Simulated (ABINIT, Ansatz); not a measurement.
# CsGeCl3 (R3m): G0W0 on several meshes in ABINIT

Wanted: mesh dependence and cost of G0W0 for CsGeCl3 (R3m).

Method: LDA and many-body steps on it, plane waves, in ABINIT 10.8.3.

**1. The starting structure**

Symmetry: R3m, No. 160, trigonal system. Conventional cell: a = 7.694 Å, b = 7.694 Å, c = 9.535 Å, α = 90.00°, β = 90.00°, γ = 120.00°. Nearest to Cs lie 12 Cl at 3.86 to 3.90 Å. Ge has 3 Cl at 2.37 Å nearest. Cl has 2 Ge at 2.37 to 3.10 Å and 4 Cs at 3.86 to 3.90 Å nearest. Farther neighbours and most contacts between anions are not listed.

The cell and positions are those that the Materials Project relaxed with its own functionals (PBE, PBE+U or r2SCAN), kept fixed. Spin-orbit coupling is left out unless a step names it.

**2. Empty states on the mesh, 2×2×2 mesh, 352 bands**

This step: ABINIT 10.8.3; DFT, LDA, plane waves, norm-conserving pseudopotentials.

The sums over transitions need many empty states on a uniform mesh; this step solves for them.

run.abi

```
acell 3*1.0 Angstrom
rprim 
  3.846816390705 2.220960478697 3.178300533600
  -3.846816390705 2.220960478697 3.178300533600
  0.000000000000 -4.441920957394 3.178300533600
ntypat 3
znucl 55 32 17
natom 5
typat 1 2 3 3 3
xred 
  0.998403350000 0.998403350000 0.998403350000
  0.515533150000 0.515533150000 0.515533150000
  0.496712670000 0.496712670000 0.948638170000
  0.496712670000 0.948638170000 0.496712670000
  0.948638170000 0.496712670000 0.496712670000
pp_dirpath "pseudos"
pseudos "Cs.upf, Ge.upf, Cl.upf"
ecut 56
ngkpt 2 2 2
nshiftk 1
shiftk 0 0 0
kptopt 1
chksymbreak 0
iscf -2
irdden 1
istwfk *1
nband 352
nbdbuf 32
tolwfr 1e-09
nstep 60
prtvol 0
indata_prefix "in"
outdata_prefix "out"
tmpdata_prefix "tmp"
```

Command:

```console
$ OMP_NUM_THREADS=2 mpirun -n 4 abinit run.abi > log
```

Numbers of over 12 decimals in the logs are rounded to 6 here.

The log of the run:

```text
.Version 10.8.3 of ABINIT. v10.8.2 released Aug 2026.

 Symmetries : space group R3 m (#160); Bravais hR (rhombohedral)
[... echo of the input left out ...]
== DATASET  1 ==================================================================
-   mpi_nproc: 4, omp_nthreads: 2 (-1 if OMP is not activated)

--- !DatasetInfo
iteration_state: {dtset: 1, }
dimensions: {natom: 5, nkpt: 4, mband: 352, nsppol: 1, nspinor: 1, nspden: 1, mpw: 22041, }
cutoff_energies: {ecut:  56.0, pawecutdg:  -1.0, }
[...]
3.08495    3.08496    3.09171    3.09171    3.11358    3.11701    3.11793    3.11807
   3.11987    3.11997    3.14407    3.14489    3.14862    3.14952    3.15057    3.15420
 prteigrs : prtvol=0 or 1, do not print more k-points.

== END DATASET(S) ==============================================================
================================================================================

 -outvars: echo values of variables after computation  --------
            nband         352
             nkpt           4
          spgroup         160
 [... the other variables as echoed above ...]

 Calculation completed.
```

Wall time 4.8 min (4 MPI ranks of Arm Neoverse V2, shared host); peak memory 1 GiB; 30 min of CPU time.

Numbers from this step:

| Property | Result |
| --- | --- |
| gap | 1.977 eV |
| k of the valence top | 0.5, 0.5, 0.5 |
| k of the conduction bottom | 0.5, 0.5, 0.5 |
| least direct gap | 1.977 eV |
| k points computed | 4 |
| lowest point of the top converged band, above the valence top | 77.4812 eV |

On this mesh the gap is 1.977 eV.

The density comes from a self-consistent run that is not shown.

**3. Screening, 2×2×2 mesh, 146 bands, screening to 141.5 eV**

The RPA dielectric matrix is built and inverted for each q.

This step: RPA screening on LDA, plane waves, norm-conserving pseudopotentials.

Changes to run.abi since step 2:

```diff
@@ -23,10 +23,11 @@
 chksymbreak 0
-iscf -2
-irdden 1
 istwfk *1
-nband 352
-nbdbuf 32
-tolwfr 1e-09
-nstep 60
-prtvol 0
+occopt 1
+irdwfk 1
+optdriver 3
+nband 146
+ecuteps 5.2
+inclvkb 2
+awtr 1
+symchi 1
 indata_prefix "in"
```

Command:

```console
$ OMP_NUM_THREADS=1 mpirun -n 8 abinit run.abi > log
```

The log of the run:

```text
.Version 10.8.3 of ABINIT. v10.8.2 released Aug 2026.

 Symmetries : space group R3 m (#160); Bravais hR (rhombohedral)
[... echo of the input left out ...]
== DATASET  1 ==================================================================
-   mpi_nproc: 8, omp_nthreads: 1 (-1 if OMP is not activated)

--- !DatasetInfo
iteration_state: {dtset: 1, }
dimensions: {natom: 5, nkpt: 4, mband: 146, nsppol: 1, nspinor: 1, nspden: 1, mpw: 22041, }
cutoff_energies: {ecut:  56.0, pawecutdg:  -1.0, }
electrons: {nelect:   5.20000000E+01, charge:   0.00000000E+00, occopt:   1.00000000E+00, tsmear:   1.00000000E-02, }

 SCREENING: Calculation of the susceptibility and dielectric matrices

 Based on a program developped by R.W. Godby, V. Olevano, G. Onida, and L. Reining.
 Incorporated in ABINIT by V. Olevano, G.-M. Rignanese, and M. Torrent.
.Using double precision arithmetic ; gwpc =  8

[... cell and pseudopotentials left out ...]
--------------------------------------------------------------------------------

 ==== K-mesh for the wavefunctions ====
 Number of points in the irreducible wedge :     4
[... list of points left out ...]
 Together with  6 symmetry operations and time-reversal symmetry
 yields     8 points in the full Brillouin Zone.

 ==== Q-mesh for the screening function ====
 Number of points in the irreducible wedge :     4
[... list of points left out ...]
 Together with  6 symmetry operations and time-reversal symmetry
 yields     8 points in the full Brillouin Zone.

 setmesh: FFT mesh size selected  =    45x   45x   45
          total number of points  =        91125

 vcoul_init : cutoff-mode = AUXILIARY_FUNCTION
 q-points for optical limit:   1
     1)      0.000010    0.000020    0.000030

- screening: taking advantage of time-reversal symmetry
- Maximum band index for partially occupied states nbvw = 26
- Remaining bands to be divided among processors   nbcw = 120
- Number of bands treated by each node ~15

 Number of electrons calculated from density =   52.0000; Expected =   52.0000
 average of density, n =  0.047295
 r_s =    1.7154
 omega_plasma =   20.9780 [eV]

 calculating chi0 at frequencies [eV] :
  1    0.000000E+00    0.000000E+00
  2    0.000000E+00    2.097803E+01

--------------------------------------------------------------------------------
  q-point number  1        q = ( 0.000000, 0.000000, 0.000000) [r.l.u.]
--------------------------------------------------------------------------------
[... chi0 elements left out ...]
 For q-point:  0.000010 0.000020 0.000030
  dielectric constant =   5.9573
  dielectric constant without local fields =   7.2291

  Average fulfillment of the sum rule on Im[epsilon] for q-point    1 :     47.82  [%]
[... wings left out ...]
  q-point number  2        q = ( 0.500000, 0.000000, 0.000000) [r.l.u.]
--------------------------------------------------------------------------------
[... chi0 elements left out ...]
  Average fulfillment of the sum rule on Im[epsilon] for q-point    2 :     52.50  [%]

 [... 2 further q-points ...]
```

Wall time 44 s (8 MPI ranks); peak memory 4.7 GiB; 5.9 min of CPU time.

This step gave:

```yaml
eps_infinity_with_local_fields_on_this_mesh_along_the_program_s_q_direction: 5.957
the_same_without_local_fields: 7.229
plasma_frequency: 20.98 eV
plane_waves_in_the_screening_matrix: 619
```

Local fields lower ε∞ by 18 %. On a Γ-centred mesh this coarse the value itself is usually too large, while a short band sum pulls it down.

**4. 2×2×2**

The self-energy is evaluated for the states that the input lists, and the levels follow from it, in one-shot runs by the linearised quasiparticle equation.

This step: G0W0 on LDA, plane waves, norm-conserving pseudopotentials.

Changes to run.abi since step 3:

```diff
@@ -26,8 +26,17 @@
 irdwfk 1
-optdriver 3
+optdriver 4
 nband 146
+gwcalctyp 0
+ecutsigx 56
+symsigma 1
+nkptgw 2
+kptgw 
+  0.5000000000 0.5000000000 0.5000000000
+  0.0000000000 0.0000000000 0.0000000000
+bdgw 
+  25 28
+  24 29
 ecuteps 5.2
-inclvkb 2
-awtr 1
-symchi 1
+irdscr 1
+ppmodel 1
 indata_prefix "in"
```

The log of the run:

```text
.Version 10.8.3 of ABINIT. v10.8.2 released Aug 2026.

 Symmetries : space group R3 m (#160); Bravais hR (rhombohedral)
[... echo of the input left out ...]
== DATASET  1 ==================================================================
-   mpi_nproc: 8, omp_nthreads: 1 (-1 if OMP is not activated)

--- !DatasetInfo
iteration_state: {dtset: 1, }
dimensions: {natom: 5, nkpt: 4, mband: 146, nsppol: 1, nspinor: 1, nspden: 1, mpw: 22041, }
cutoff_energies: {ecut:  56.0, pawecutdg:  -1.0, }
electrons: {nelect:   5.20000000E+01, charge:   0.00000000E+00, occopt:   1.00000000E+00, tsmear:   1.00000000E-02, }

 SIGMA: Calculation of the GW corrections

 Based on a program developped by R.W. Godby, V. Olevano, G. Onida, and L. Reining.
 Incorporated in ABINIT by V. Olevano, G.-M. Rignanese, and M. Torrent.
.Using double precision arithmetic ; gwpc =  8

[... cell and pseudopotentials left out ...]
--------------------------------------------------------------------------------

 ==== K-mesh for the wavefunctions ====
 Number of points in the irreducible wedge :     4
[... list of points left out ...]
 Together with  6 symmetry operations and time-reversal symmetry
 yields     8 points in the full Brillouin Zone.

 ==== Q-mesh for screening function ====
 Number of points in the irreducible wedge :     4
[... list of points left out ...]
 Together with  6 symmetry operations and time-reversal symmetry
 yields     8 points in the full Brillouin Zone.

 vcoul_init : cutoff-mode = AUXILIARY_FUNCTION
 q-points for optical limit:   1
     1)      0.000010    0.000020    0.000030
 setmesh: FFT mesh size selected  =    72x   72x   72
          total number of points  =       373248

 Number of electrons calculated from density =   52.0000; Expected =   52.0000
 average of density, n =  0.047295
 r_s =    1.7154
 omega_plasma =   20.9780 [eV]

 === KS Band Gaps ===
  >>>> For spin  1
   Minimum direct gap =   1.9771 [eV], located at k-point      :   0.5000  0.5000  0.5000
   Fundamental gap    =   1.9771 [eV], Top of valence bands at :   0.5000  0.5000  0.5000
                                       Bottom of conduction at :   0.5000  0.5000  0.5000
 SIGMA fundamental parameters:
 PLASMON POLE MODEL  1
 number of plane-waves for SigmaX                22041
 number of plane-waves for SigmaC and W            619
 number of plane-waves for wavefunctions         22041
 number of bands                                   146
 number of independent spin polarizations            1
 number of spinorial components                      1
 number of k-points in IBZ                           4
 number of q-points in IBZ                           4
 number of symmetry operations                       6
 number of k-points in BZ                            8
 number of q-points in BZ                            8
 number of frequencies for dSigma/dE                 9
 frequency step for dSigma/dE [eV]                0.25
 number of omega for Sigma on real axis              0
 max omega for Sigma on real axis  [eV]           0.00
 zcut for avoiding poles [eV]                     0.10

 EPSILON^-1 parameters (SCR file):
 dimension of the eps^-1 matrix on file            619
 dimension of the eps^-1 matrix used               619
 number of plane-waves for wavefunctions         22041
 number of bands                                   146
 number of q-points in IBZ                           4
 number of frequencies                               2
 number of real frequencies                          1
 number of imag frequencies                          1

 matrix elements of self-energy operator (all in [eV])

 Perturbative Calculation

--- !SelfEnergy_ee
iteration_state: {dtset: 1, }
kpoint     : [   0.500,    0.500,    0.500, ]
spin       : 1
KS_gap     :    1.977
QP_gap     :    3.624
Delta_QP_KS:    1.646
data: !SigmaeeData |
     Band     E0 <VxcDFT>   SigX SigC(E0)      Z dSigC/dE  Sig(E)    E-E0       E
       25  -0.190 -14.219 -18.514   3.080   0.772  -0.296 -15.156  -0.938  -1.128
       26   1.959 -14.764 -16.833   1.621   0.788  -0.269 -15.117  -0.353   1.606
       27   3.936 -11.282  -6.604  -3.078   0.809  -0.237  -9.989   1.293   5.229
       28   3.936 -11.282  -6.604  -3.078   0.809  -0.237  -9.989   1.293   5.229

--- !SelfEnergy_ee
iteration_state: {dtset: 1, }
kpoint     : [   0.000,    0.000,    0.000, ]
spin       : 1
KS_gap     :    5.520
QP_gap     :    7.225
Delta_QP_KS:    1.705
data: !SigmaeeData |
     Band     E0 <VxcDFT>   SigX SigC(E0)      Z dSigC/dE  Sig(E)    E-E0       E
       24  -0.526 -14.055 -18.275   3.037   0.772  -0.296 -14.968  -0.913  -1.440
       25  -0.526 -14.055 -18.275   3.037   0.772  -0.296 -14.968  -0.913  -1.440
       26  -0.340 -13.977 -17.781   2.748   0.774  -0.291 -14.795  -0.818  -1.158
       27   5.180  -7.348  -3.022  -3.270   0.840  -0.191  -6.461   0.887   6.067
       28   6.059  -7.267  -2.987  -3.149   0.841  -0.189  -6.316   0.951   7.010
       29   6.059  -7.267  -2.987  -3.149   0.841  -0.189  -6.316   0.951   7.010

== END DATASET(S) ==============================================================
================================================================================

 -outvars: echo values of variables after computation  --------
           etotal      0.0000000000E+00
            nband         146
             nkpt           4
          spgroup         160
 [... the other variables as echoed above ...]

 Calculation completed.
```

Wall time 17 s (8 MPI ranks); peak memory 2.9 GiB.

This step gave:

```yaml
g0w0_gap_on_the_points_computed: 3.623 eV
starting_gap_on_the_mesh: 1.977 eV
k_of_the_valence_top: 0.5, 0.5, 0.5
k_of_the_conduction_bottom: 0.5, 0.5, 0.5
z_at_the_valence_top: 0.788
z_at_the_conduction_bottom: 0.809
least_direct_g0w0_gap_on_the_computed_points: 3.623 eV
```

The gap on the mesh goes from 1.98 eV to 3.62 eV, a correction of +1.65 eV.

**5. Empty states on the mesh, 4×4×4 mesh, 160 bands**

This step: DFT, LDA, plane waves, norm-conserving pseudopotentials.

Changes to run.abi since step 4:

```diff
@@ -18,3 +18,3 @@
 ecut 56
-ngkpt 2 2 2
+ngkpt 4 4 4
 nshiftk 1
@@ -23,20 +23,10 @@
 chksymbreak 0
+iscf -2
+irdden 1
 istwfk *1
-occopt 1
-irdwfk 1
-optdriver 4
-nband 146
-gwcalctyp 0
-ecutsigx 56
-symsigma 1
-nkptgw 2
-kptgw 
-  0.5000000000 0.5000000000 0.5000000000
-  0.0000000000 0.0000000000 0.0000000000
-bdgw 
-  25 28
-  24 29
-ecuteps 5.2
-irdscr 1
-ppmodel 1
+nband 160
+nbdbuf 14
+tolwfr 1e-09
+nstep 60
+prtvol 0
 indata_prefix "in"
```

The log of the run:

```text
.Version 10.8.3 of ABINIT. v10.8.2 released Aug 2026.

 Symmetries : space group R3 m (#160); Bravais hR (rhombohedral)
[... echo of the input left out ...]
== DATASET  1 ==================================================================
-   mpi_nproc: 8, omp_nthreads: 1 (-1 if OMP is not activated)
-    --> not optimal distribution: autoparal keyword recommended in input file <--

--- !DatasetInfo
iteration_state: {dtset: 1, }
dimensions: {natom: 5, nkpt: 13, mband: 160, nsppol: 1, nspinor: 1, nspden: 1, mpw: 22041, }
cutoff_energies: {ecut:  56.0, pawecutdg:  -1.0, }
[...]
1.58297    1.58297    1.60138    1.60865    1.60865    1.61130    1.65365    1.66184
   1.66184    1.67809    1.67814    1.68354    1.68540    1.69424    1.70874    1.71188
 prteigrs : prtvol=0 or 1, do not print more k-points.

== END DATASET(S) ==============================================================
================================================================================

 -outvars: echo values of variables after computation  --------
            nband         160
             nkpt          13
          spgroup         160
 [... the other variables as echoed above ...]

 Calculation completed.
```

It took 4.5 min on 8 MPI ranks; peak memory 1.7 GiB.

Numbers from this step:

```
gap                                                           : 1.977 eV
k of the valence top                                          : 0.5, 0.5, 0.5
k of the conduction bottom                                    : 0.5, 0.5, 0.5
least direct gap                                              : 1.977 eV
k points computed                                             : 13
lowest point of the top converged band, above the valence top : 39.70 eV
```

On this mesh the gap is 1.977 eV.

[end of part 1 of 2]

[Paths, hosts, dates, memory and timing lines, banners, echoed tables and standing remarks are left out of the program output.]

[Logs are printed without paths, hosts, clocks, repeated set-up lines and the standing remarks that a program may print on its own settings, such as how far it seeks lower states.]

[Runs of the session that timed out or met a known fault of the program may be left out.]

[Hosts, paths, dates, database ids (printed as entryN), source tags and the programs' standing remarks are cut or masked in the printed files.]

[G0W0 gaps are taken among the corrected bands and points alone; a level outside them can change the order at an edge.]

[Where Ansatz stands beside ABINIT at settings called matched, ABINIT's density can come from a denser mesh and the files from another edition; pairs whose starting gaps differed by over 0.03 eV were left out, so agreement reads better than it is.]
